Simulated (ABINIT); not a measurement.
# AlGaN2 (P-4m2): a self-consistent loop beyond G0W0, cycle by cycle

Aim: iterate the self-energy on AlGaN2 (P-4m2) and follow the gap from cycle to cycle.

Main program and level: ABINIT 10.8.3; LDA and many-body steps on it, plane waves.

### Step 1. The structure

The structure is tetragonal, space group P-4m2 (No. 115). The conventional cell has a = 3.141 Å, b = 3.141 Å, c = 4.424 Å, α = 90.00°, β = 90.00°, γ = 90.00°. Nearest to Al lie 4 N at 1.89 Å. Ga has 4 N at 1.95 Å nearest. N has 2 Al at 1.89 Å and 2 Ga at 1.95 Å nearest. Farther neighbours and most contacts between anions are not listed.

Structure file:

```cif
data_structure
_symmetry_space_group_name_H-M 'P-4m2'
_symmetry_Int_Tables_number 115
_cell_length_a 3.1409
_cell_length_b 3.1409
_cell_length_c 4.4238
_cell_angle_alpha 90.000
_cell_angle_beta 90.000
_cell_angle_gamma 90.000
_cell_volume 43.64
loop_
_atom_site_label
_atom_site_type_symbol
_atom_site_symmetry_multiplicity
_atom_site_Wyckoff_symbol
_atom_site_fract_x
_atom_site_fract_y
_atom_site_fract_z
_atom_site_occupancy
Al1 Al 1 c 0.50000 0.50000 0.50000 1
Ga1 Ga 1 a 0.00000 0.00000 0.00000 1
N1 N 2 g 0.50000 0.00000 0.73826 1
```

The cell and positions are those that the Materials Project relaxed with its own functionals (PBE, PBE+U or r2SCAN), kept fixed.

### Step 2. Empty states on the mesh, 4×4×2 mesh, 49 bands

This step: ABINIT 10.8.3; DFT, LDA, plane waves, norm-conserving pseudopotentials.

The sums over transitions need many empty states on a uniform mesh; this step solves for them.

The input, run.abi:

```
acell 3*1.0 Angstrom
rprim 
  3.140877048700 0.000000000000 0.000000000000
  0.000000000000 3.140877048700 0.000000000000
  0.000000000000 0.000000000000 4.423837940000
ntypat 3
znucl 13 31 7
natom 4
typat 1 2 3 3
xred 
  0.500000000000 0.500000000000 0.500000000000
  0.000000000000 0.000000000000 0.000000000000
  0.500000000000 0.000000000000 0.738264810000
  0.000000000000 0.500000000000 0.261735190000
pp_dirpath "pseudos"
pseudos "Al.upf, Ga.upf, N.upf"
ecut 45
ngkpt 4 4 2
nshiftk 1
shiftk 0 0 0
kptopt 1
chksymbreak 0
iscf -2
irdden 1
istwfk *1
nband 49
nbdbuf 4
tolwfr 1e-09
nstep 60
prtvol 0
indata_prefix "in"
outdata_prefix "out"
tmpdata_prefix "tmp"
```

Command:

```sh
> OMP_NUM_THREADS=1 mpirun -n 4 abinit run.abi > log
```

Numbers of over 12 decimals in the logs are rounded to 6 here.

The program printed:

```text
.Version 10.8.3 of ABINIT. v10.8.2 released Aug 2026.

 Symmetries : space group P-4 m 2 (#115); Bravais tP (primitive tetrag.)
[... echo of the input left out ...]
== DATASET  1 ==================================================================
-   mpi_nproc: 4, omp_nthreads: 1 (-1 if OMP is not activated)

--- !DatasetInfo
iteration_state: {dtset: 1, }
dimensions: {natom: 4, nkpt: 12, mband: 49, nsppol: 1, nspinor: 1, nspden: 1, mpw: 4296, }
cutoff_energies: {ecut:  45.0, pawecutdg:  -1.0, }
[...]
1.05000    1.10656    1.17649    1.18649    1.18649    1.19001    1.35167    1.35167
   1.42031    1.43901    1.46385    1.47196    1.47196    1.51239    1.51239    1.57807
   1.68931
 prteigrs : prtvol=0 or 1, do not print more k-points.

== END DATASET(S) ==============================================================
================================================================================

 -outvars: echo values of variables after computation  --------
            nband          49
             nkpt          12
          spgroup         115
 [... the other variables as echoed above ...]

 Calculation completed.
```

It took 16 s on 4 MPI ranks of Arm Neoverse V1, shared host; peak memory 0.29 GiB; 62 s of CPU time.

Numbers from this step:

```yaml
gap: 2.872 eV
k_of_the_valence_top: 0, 0, 0
k_of_the_conduction_bottom: 0, 0, 0
least_direct_gap: 2.872 eV
k_points_computed: 12
lowest_point_of_the_top_converged_band_above_the_valence_top: 34.00 eV
```

On this mesh the gap is 2.872 eV.

The density comes from a self-consistent run that is not shown.

### Step 3. Screening, 4×4×2 mesh, 45 bands, screening to 106.1 eV

The RPA dielectric matrix is built and inverted for each q.

This step: RPA screening on LDA, plane waves, norm-conserving pseudopotentials.

Changes to run.abi since step 2:

```diff
@@ -22,10 +22,11 @@
 chksymbreak 0
-iscf -2
-irdden 1
 istwfk *1
-nband 49
-nbdbuf 4
-tolwfr 1e-09
-nstep 60
-prtvol 0
+occopt 1
+irdwfk 1
+optdriver 3
+nband 45
+ecuteps 3.9
+inclvkb 2
+awtr 1
+symchi 1
 indata_prefix "in"
```

The program printed:

```text
.Version 10.8.3 of ABINIT. v10.8.2 released Aug 2026.

 Symmetries : space group P-4 m 2 (#115); Bravais tP (primitive tetrag.)
[... echo of the input left out ...]
== DATASET  1 ==================================================================
-   mpi_nproc: 4, omp_nthreads: 1 (-1 if OMP is not activated)

--- !DatasetInfo
iteration_state: {dtset: 1, }
dimensions: {natom: 4, nkpt: 12, mband: 45, nsppol: 1, nspinor: 1, nspden: 1, mpw: 4296, }
cutoff_energies: {ecut:  45.0, pawecutdg:  -1.0, }
electrons: {nelect:   3.40000000E+01, charge:   0.00000000E+00, occopt:   1.00000000E+00, tsmear:   1.00000000E-02, }

 SCREENING: Calculation of the susceptibility and dielectric matrices

 Based on a program developped by R.W. Godby, V. Olevano, G. Onida, and L. Reining.
 Incorporated in ABINIT by V. Olevano, G.-M. Rignanese, and M. Torrent.
.Using double precision arithmetic ; gwpc =  8

[... cell and pseudopotentials left out ...]
--------------------------------------------------------------------------------

 ==== K-mesh for the wavefunctions ====
 Number of points in the irreducible wedge :    12
[... list of points left out ...]
 Together with  8 symmetry operations and time-reversal symmetry
 yields    32 points in the full Brillouin Zone.

 ==== Q-mesh for the screening function ====
 Number of points in the irreducible wedge :    12
[... list of points left out ...]
 Together with  8 symmetry operations and time-reversal symmetry
 yields    32 points in the full Brillouin Zone.

 setmesh: FFT mesh size selected  =    24x   24x   36
          total number of points  =        20736

 vcoul_init : cutoff-mode = AUXILIARY_FUNCTION
 q-points for optical limit:   1
     1)      0.000010    0.000020    0.000030

- screening: taking advantage of time-reversal symmetry
- Maximum band index for partially occupied states nbvw = 17
- Remaining bands to be divided among processors   nbcw = 28
- Number of bands treated by each node ~7

 Number of electrons calculated from density =   34.0000; Expected =   34.0000
 average of density, n =  0.115447
 r_s =    1.2740
 omega_plasma =   32.7753 [eV]

 calculating chi0 at frequencies [eV] :
  1    0.000000E+00    0.000000E+00
  2    0.000000E+00    3.277527E+01

--------------------------------------------------------------------------------
  q-point number  1        q = ( 0.000000, 0.000000, 0.000000) [r.l.u.]
--------------------------------------------------------------------------------
[... chi0 elements left out ...]
 For q-point:  0.000010 0.000020 0.000030
  dielectric constant =   5.4366
  dielectric constant without local fields =   5.8815

  Average fulfillment of the sum rule on Im[epsilon] for q-point    1 :     26.37  [%]
[... wings left out ...]
  q-point number  2        q = ( 0.250000, 0.000000, 0.000000) [r.l.u.]
--------------------------------------------------------------------------------
[... chi0 elements left out ...]
  Average fulfillment of the sum rule on Im[epsilon] for q-point    2 :     36.96  [%]

 [... 10 further q-points ...]
```

Run time: 16 s. Hardware: 4 MPI ranks; peak memory 0.73 GiB.

Numbers from this step:

* ε∞ with local fields, on this mesh, along the program's q direction: 5.437
* the same without local fields: 5.881
* plasma frequency: 32.78 eV
* plane waves in the screening matrix: 107

Local fields lower ε∞ by 8 %. On a Γ-centred mesh this coarse the value itself is usually too large, while a short band sum pulls it down.

### Step 4. G0W0

The self-energy is evaluated for the states that the input lists, and the levels follow from it, in one-shot runs by the linearised quasiparticle equation.

This step: G0W0 on LDA, plane waves, norm-conserving pseudopotentials.

Changes to run.abi since step 3:

```diff
@@ -25,8 +25,15 @@
 irdwfk 1
-optdriver 3
+optdriver 4
 nband 45
+gwcalctyp 0
+ecutsigx 45
+symsigma 1
+nkptgw 1
+kptgw 
+  0.0000000000 0.0000000000 0.0000000000
+bdgw 
+  16 19
 ecuteps 3.9
-inclvkb 2
-awtr 1
-symchi 1
+irdscr 1
+ppmodel 1
 indata_prefix "in"
```

The program printed:

```text
.Version 10.8.3 of ABINIT. v10.8.2 released Aug 2026.

 Symmetries : space group P-4 m 2 (#115); Bravais tP (primitive tetrag.)
[... echo of the input left out ...]
== DATASET  1 ==================================================================
-   mpi_nproc: 4, omp_nthreads: 1 (-1 if OMP is not activated)

--- !DatasetInfo
iteration_state: {dtset: 1, }
dimensions: {natom: 4, nkpt: 12, mband: 45, nsppol: 1, nspinor: 1, nspden: 1, mpw: 4296, }
cutoff_energies: {ecut:  45.0, pawecutdg:  -1.0, }
electrons: {nelect:   3.40000000E+01, charge:   0.00000000E+00, occopt:   1.00000000E+00, tsmear:   1.00000000E-02, }

 SIGMA: Calculation of the GW corrections

 Based on a program developped by R.W. Godby, V. Olevano, G. Onida, and L. Reining.
 Incorporated in ABINIT by V. Olevano, G.-M. Rignanese, and M. Torrent.
.Using double precision arithmetic ; gwpc =  8

[... cell and pseudopotentials left out ...]
--------------------------------------------------------------------------------

 ==== K-mesh for the wavefunctions ====
 Number of points in the irreducible wedge :    12
[... list of points left out ...]
 Together with  8 symmetry operations and time-reversal symmetry
 yields    32 points in the full Brillouin Zone.

 ==== Q-mesh for screening function ====
 Number of points in the irreducible wedge :    12
[... list of points left out ...]
 Together with  8 symmetry operations and time-reversal symmetry
 yields    32 points in the full Brillouin Zone.

 vcoul_init : cutoff-mode = AUXILIARY_FUNCTION
 q-points for optical limit:   1
     1)      0.000010    0.000020    0.000030
 setmesh: FFT mesh size selected  =    36x   36x   54
          total number of points  =        69984

 Number of electrons calculated from density =   34.0000; Expected =   34.0000
 average of density, n =  0.115447
 r_s =    1.2740
 omega_plasma =   32.7753 [eV]

 === KS Band Gaps ===
  >>>> For spin  1
   Minimum direct gap =   2.8720 [eV], located at k-point      :   0.0000  0.0000  0.0000
   Fundamental gap    =   2.8720 [eV], Top of valence bands at :   0.0000  0.0000  0.0000
                                       Bottom of conduction at :   0.0000  0.0000  0.0000
 SIGMA fundamental parameters:
 PLASMON POLE MODEL  1
 number of plane-waves for SigmaX                 4201
 number of plane-waves for SigmaC and W            107
 number of plane-waves for wavefunctions          4201
 number of bands                                    45
 number of independent spin polarizations            1
 number of spinorial components                      1
 number of k-points in IBZ                          12
 number of q-points in IBZ                          12
 number of symmetry operations                       8
 number of k-points in BZ                           32
 number of q-points in BZ                           32
 number of frequencies for dSigma/dE                 9
 frequency step for dSigma/dE [eV]                0.25
 number of omega for Sigma on real axis              0
 max omega for Sigma on real axis  [eV]           0.00
 zcut for avoiding poles [eV]                     0.10

 EPSILON^-1 parameters (SCR file):
 dimension of the eps^-1 matrix on file            107
 dimension of the eps^-1 matrix used               107
 number of plane-waves for wavefunctions          4201
 number of bands                                    45
 number of q-points in IBZ                          12
 number of frequencies                               2
 number of real frequencies                          1
 number of imag frequencies                          1

 matrix elements of self-energy operator (all in [eV])

 Perturbative Calculation

--- !SelfEnergy_ee
iteration_state: {dtset: 1, }
kpoint     : [   0.000,    0.000,    0.000, ]
spin       : 1
KS_gap     :    2.872
QP_gap     :    4.172
Delta_QP_KS:    1.300
data: !SigmaeeData |
     Band     E0 <VxcDFT>   SigX SigC(E0)      Z dSigC/dE  Sig(E)    E-E0       E
       16   6.057 -17.927 -21.690   3.723   0.795  -0.258 -17.959  -0.032   6.025
       17   6.057 -17.927 -21.690   3.723   0.795  -0.258 -17.959  -0.032   6.025
       18   8.929 -13.963  -9.273  -3.144   0.820  -0.220 -12.695   1.267  10.196
       19   9.588 -11.842  -7.310  -3.283   0.835  -0.197 -10.799   1.043  10.631

== END DATASET(S) ==============================================================
================================================================================

 -outvars: echo values of variables after computation  --------
           etotal      0.0000000000E+00
            nband          45
             nkpt          12
          spgroup         115
 [... the other variables as echoed above ...]

 Calculation completed.
```

Run time: 4 s. Hardware: 4 MPI ranks; peak memory 0.34 GiB; 16 s of CPU time.

This step gave:

```yaml
g0w0_gap_on_the_points_computed: 4.171 eV
starting_gap_on_the_mesh: 2.872 eV
k_of_the_valence_top: 0, 0, 0
k_of_the_conduction_bottom: 0, 0, 0
z_at_the_valence_top: 0.795
z_at_the_conduction_bottom: 0.82
least_direct_g0w0_gap_on_the_computed_points: 4.171 eV
```

The gap on the mesh goes from 2.87 eV to 4.17 eV, a correction of +1.30 eV.

### Step 5. evGW0, cycle 1

This step: evGW0 on LDA, plane waves, norm-conserving pseudopotentials.

Changes to run.abi since step 4:

```diff
@@ -27,10 +27,32 @@
 nband 45
-gwcalctyp 0
+gwcalctyp 10
 ecutsigx 45
 symsigma 1
-nkptgw 1
+nkptgw 12
 kptgw 
   0.0000000000 0.0000000000 0.0000000000
+  0.2500000000 0.0000000000 0.0000000000
+  0.5000000000 0.0000000000 0.0000000000
+  0.2500000000 0.2500000000 0.0000000000
+  0.5000000000 0.2500000000 0.0000000000
+  0.5000000000 0.5000000000 0.0000000000
+  0.0000000000 0.0000000000 0.5000000000
+  0.2500000000 0.0000000000 0.5000000000
+  0.5000000000 0.0000000000 0.5000000000
+  0.2500000000 0.2500000000 0.5000000000
+  0.5000000000 0.2500000000 0.5000000000
+  0.5000000000 0.5000000000 0.5000000000
 bdgw 
-  16 19
+  12 23
+  12 23
+  12 23
+  12 23
+  12 23
+  12 23
+  12 23
+  12 23
+  12 23
+  12 23
+  12 23
+  12 23
 ecuteps 3.9
```

The program printed:

```text
.Version 10.8.3 of ABINIT. v10.8.2 released Aug 2026.

 Symmetries : space group P-4 m 2 (#115); Bravais tP (primitive tetrag.)
[... echo of the input left out ...]
== DATASET  1 ==================================================================
-   mpi_nproc: 4, omp_nthreads: 1 (-1 if OMP is not activated)

--- !DatasetInfo
iteration_state: {dtset: 1, }
dimensions: {natom: 4, nkpt: 12, mband: 45, nsppol: 1, nspinor: 1, nspden: 1, mpw: 4296, }
cutoff_energies: {ecut:  45.0, pawecutdg:  -1.0, }
electrons: {nelect:   3.40000000E+01, charge:   0.00000000E+00, occopt:   1.00000000E+00, tsmear:   1.00000000E-02, }

 SIGMA: Calculation of the GW corrections

 Based on a program developped by R.W. Godby, V. Olevano, G. Onida, and L. Reining.
 Incorporated in ABINIT by V. Olevano, G.-M. Rignanese, and M. Torrent.
.Using double precision arithmetic ; gwpc =  8

[... cell and pseudopotentials left out ...]
--------------------------------------------------------------------------------

 ==== K-mesh for the wavefunctions ====
 Number of points in the irreducible wedge :    12
[... list of points left out ...]
 Together with  8 symmetry operations and time-reversal symmetry
 yields    32 points in the full Brillouin Zone.

 ==== Q-mesh for screening function ====
 Number of points in the irreducible wedge :    12
[... list of points left out ...]
 Together with  8 symmetry operations and time-reversal symmetry
 yields    32 points in the full Brillouin Zone.

 vcoul_init : cutoff-mode = AUXILIARY_FUNCTION
 q-points for optical limit:   1
     1)      0.000010    0.000020    0.000030
 setmesh: FFT mesh size selected  =    36x   36x   54
          total number of points  =        69984

 Number of electrons calculated from density =   34.0000; Expected =   34.0000
[...]
spin       : 1
KS_gap     :    8.237
QP_gap     :    9.877
Delta_QP_KS:    1.640
data: !SigmaeeData |
     Band     E_DFT   <VxcDFT>   E(N-1)  <Hhartree>   SigX  SigC[E(N-1)]    Z     dSigC/dE  Sig[E(N)]  DeltaE  E(N)_pert E(N)_diago
[...]
--- !SelfEnergy_ee
iteration_state: {dtset: 1, }
kpoint     : [   0.500,    0.500,    0.500, ]
spin       : 1
KS_gap     :    9.372
QP_gap     :   11.183
Delta_QP_KS:    1.810
data: !SigmaeeData |
     Band     E_DFT   <VxcDFT>   E(N-1)  <Hhartree>   SigX  SigC[E(N-1)]    Z     dSigC/dE  Sig[E(N)]  DeltaE  E(N)_pert E(N)_diago
[...]
22    17.029   -12.108    17.029    29.137    -5.499    -4.626     0.815    -0.227   -10.491     1.617    18.646    19.013
       23    17.029   -12.108    17.029    29.137    -5.499    -4.626     0.815    -0.227   -10.491     1.617    18.646    19.013

 New Fermi energy :        3.030232E-01 Ha ,    8.245682E+00 eV

 === QP Band Gaps ===
  >>>> For spin  1
   Minimum direct gap =   4.4587 [eV], located at k-point      :   0.0000  0.0000  0.0000
   Fundamental gap    =   4.4587 [eV], Top of valence bands at :   0.0000  0.0000  0.0000
                                       Bottom of conduction at :   0.0000  0.0000  0.0000

 writing QP data on file : out_QPS

 Convergence of QP corrections
 >>>>> For spin  1 <<<<<
.  kptgw no:  1; Maximum DeltaE = (   0.000   0.000) for band index: 11
.  kptgw no:  2; Maximum DeltaE = (  -0.483   0.001) for band index: 12
.  kptgw no:  3; Maximum DeltaE = (   1.260  -0.000) for band index:  7
[...]
.  kptgw no: 11; Maximum DeltaE = (   1.596   0.000) for band index:  9
.  kptgw no: 12; Maximum DeltaE = (   1.422   0.000) for band index:  9

== END DATASET(S) ==============================================================
================================================================================

 -outvars: echo values of variables after computation  --------
           etotal      0.0000000000E+00
            nband          45
             nkpt          12
          spgroup         115
 [... the other variables as echoed above ...]

 Calculation completed.
```

Wall time 41 s (4 MPI ranks); peak memory 1.2 GiB; 2.7 min of CPU time.

This step gave:

```yaml
quasiparticle_gap_on_the_mesh: 4.459 eV
gap_of_the_density_functional_on_the_mesh: 2.872 eV
k_of_the_valence_top: 0, 0, 0
k_of_the_conduction_bottom: 0, 0, 0
z_at_the_valence_top: 0.795
z_at_the_conduction_bottom: 0.82
least_direct_quasiparticle_gap_on_the_computed_points: 4.459 eV
```

Against G0W0 in ABINIT (4×4×2 mesh, 45 bands, screening to 106.1 eV, Godby-Needs plasmon pole), the gap moves by +0.288 eV. This first cycle still uses the starting levels; it takes the full correction, at all points of the mesh, and its linearised value is 4.171 eV.

### Step 6. evGW0, cycle 2

The corrected levels of the last cycle go back in.

Changes to run.abi since step 5:

```diff
@@ -60,2 +60,3 @@
 ppmodel 1
+irdqps 1
 indata_prefix "in"
```

The program printed:

```text
.Version 10.8.3 of ABINIT. v10.8.2 released Aug 2026.

 Symmetries : space group P-4 m 2 (#115); Bravais tP (primitive tetrag.)
[... echo of the input left out ...]
== DATASET  1 ==================================================================
-   mpi_nproc: 4, omp_nthreads: 1 (-1 if OMP is not activated)

--- !DatasetInfo
iteration_state: {dtset: 1, }
dimensions: {natom: 4, nkpt: 12, mband: 45, nsppol: 1, nspinor: 1, nspden: 1, mpw: 4296, }
cutoff_energies: {ecut:  45.0, pawecutdg:  -1.0, }
[...]
.  kptgw no:  3; Maximum DeltaE = (  -0.164   0.000) for band index:  8
[...]
.  kptgw no: 11; Maximum DeltaE = (  -0.181   0.002) for band index: 11
.  kptgw no: 12; Maximum DeltaE = (  -0.088  -0.000) for band index:  9

== END DATASET(S) ==============================================================
================================================================================

 -outvars: echo values of variables after computation  --------
           etotal      0.0000000000E+00
            nband          45
             nkpt          12
          spgroup         115
 [... the other variables as echoed above ...]

 Calculation completed.
```

Elapsed: 41 s, on 4 MPI ranks; peak memory 1.2 GiB; 2.7 min of CPU time.

Numbers from this step:

```
quasiparticle gap on the mesh                         : 4.366 eV
gap of the density functional on the mesh             : 2.872 eV
k of the valence top                                  : 0, 0, 0
k of the conduction bottom                            : 0, 0, 0
least direct quasiparticle gap on the computed points : 4.366 eV
```

Against the cycle before, the gap moves by −0.093 eV.

(Part 1 of 3 ends here.)

[Paths, hosts, dates, memory and timing lines, banners, echoed tables and standing remarks are left out of the program output.]

[Logs are printed without paths, hosts, clocks, repeated set-up lines and the standing remarks that a program may print on its own settings, such as how far it seeks lower states.]

[Runs of the session that timed out or met a known fault of the program may be left out.]

[Hosts, paths, dates, database ids (printed as entryN), source tags and the programs' standing remarks are cut or masked in the printed files.]

[G0W0 gaps are taken among the corrected bands and points alone; a level outside them can change the order at an edge.]

[Where Ansatz stands beside ABINIT at settings called matched, ABINIT's density can come from a denser mesh and the files from another edition; pairs whose starting gaps differed by over 0.03 eV were left out, so agreement reads better than it is.]
